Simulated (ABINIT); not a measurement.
```cif
data_rb2pd
_symmetry_space_group_name_H-M 'Fm-3m'
_symmetry_Int_Tables_number 225
_cell_length_a 8.2464
_cell_length_b 8.2464
_cell_length_c 8.2464
_cell_angle_alpha 90.000
_cell_angle_beta 90.000
_cell_angle_gamma 90.000
_cell_volume 560.79
loop_
_atom_site_label
_atom_site_type_symbol
_atom_site_symmetry_multiplicity
_atom_site_Wyckoff_symbol
_atom_site_fract_x
_atom_site_fract_y
_atom_site_fract_z
_atom_site_occupancy
Rb1 Rb 8 c 0.25000 0.75000 0.75000 1
Pd1 Pd 4 a 0.00000 0.00000 0.00000 1
_calc_subject 'A GW chain in ABINIT: Rb2Pd (Fm-3m)'
_calc_method 'RPA screening on PBEsol, plane waves, norm-conserving pseudopotentials (and 2 further levels or steps)'
_calc_program 'ABINIT 10.8.3'
_calc_settings 'cutoff 37 Ha, PseudoDojo scalar-relativistic 0.4.1 standard, norm-conserving, ngkpt (2, 2, 2), nband 110, ecuteps 3.9 Ha, inclvkb 2, shiftk (0, 0, 0), symchi 1, awtr 1, frequency ppm, 2×2×2 k-mesh'
_calc_notes 'In doubt: a PseudoDojo file used here is known to give poor structures and forces, which bears on pressures, cells, forces and phonons. The program’s warnings: nproc spkpt=  >= nkpt= * nsppol=. The cell and positions are those that the Materials Project relaxed with its own functionals (PBE, PBE+U or r2SCAN), kept fixed. Limits: no spin polarisation; d states lean on the start; no spin-orbit coupling. The 2×2×2 mesh is coarse for this cell, which bears on the long-range parts of exchange and screening. The runs have no spin polarisation. For a closed low-spin shell that is the natural state; where a d or f shell is open it is a constraint, and the gap is then not the crystal’s own.'
_calc_pbesol_gap '0.86 eV, indirect (only 35 meV under the direct gap)'
_calc_g0w0_gap_on_the_mesh '1.45 eV'
_calc_gw_settings '2×2×2 mesh, 110 bands, screening to 106.1 eV, Godby-Needs plasmon pole'
_calc_known_limits 'short of the basis limit; no spin polarisation; d states lean on the start; no spin-orbit coupling; coarse k mesh'
```

[Long decimals in the printed logs are rounded to 6 places.]

[Logs are printed without paths, hosts, clocks, repeated set-up lines and the standing remarks that a program may print on its own settings, such as how far it seeks lower states.]

[Paths, hosts, dates, memory and timing lines, banners, echoed tables and standing remarks are left out of the program output; an Ansatz launch command may be rebuilt from the run's recorded settings. Measured values are a selection of at most five: reports struck by readers or far from the other reports are left out. None is set beside runs whose start may be inverted or whose files or cutoffs have a known fault.]

[Runs of the session that timed out or met a known fault of the program may be left out.]

[Hosts, paths, dates, database ids (printed as entryN), source tags and the programs' standing remarks are cut or masked in the printed files.]

[G0W0 gaps are taken among the corrected bands and points alone; a level outside them can change the order at an edge.]

[Where Ansatz stands beside ABINIT at settings called matched, ABINIT's density can come from a denser mesh and the files from another edition; pairs whose starting gaps differed by over 0.03 eV were left out, so agreement reads better than it is.]
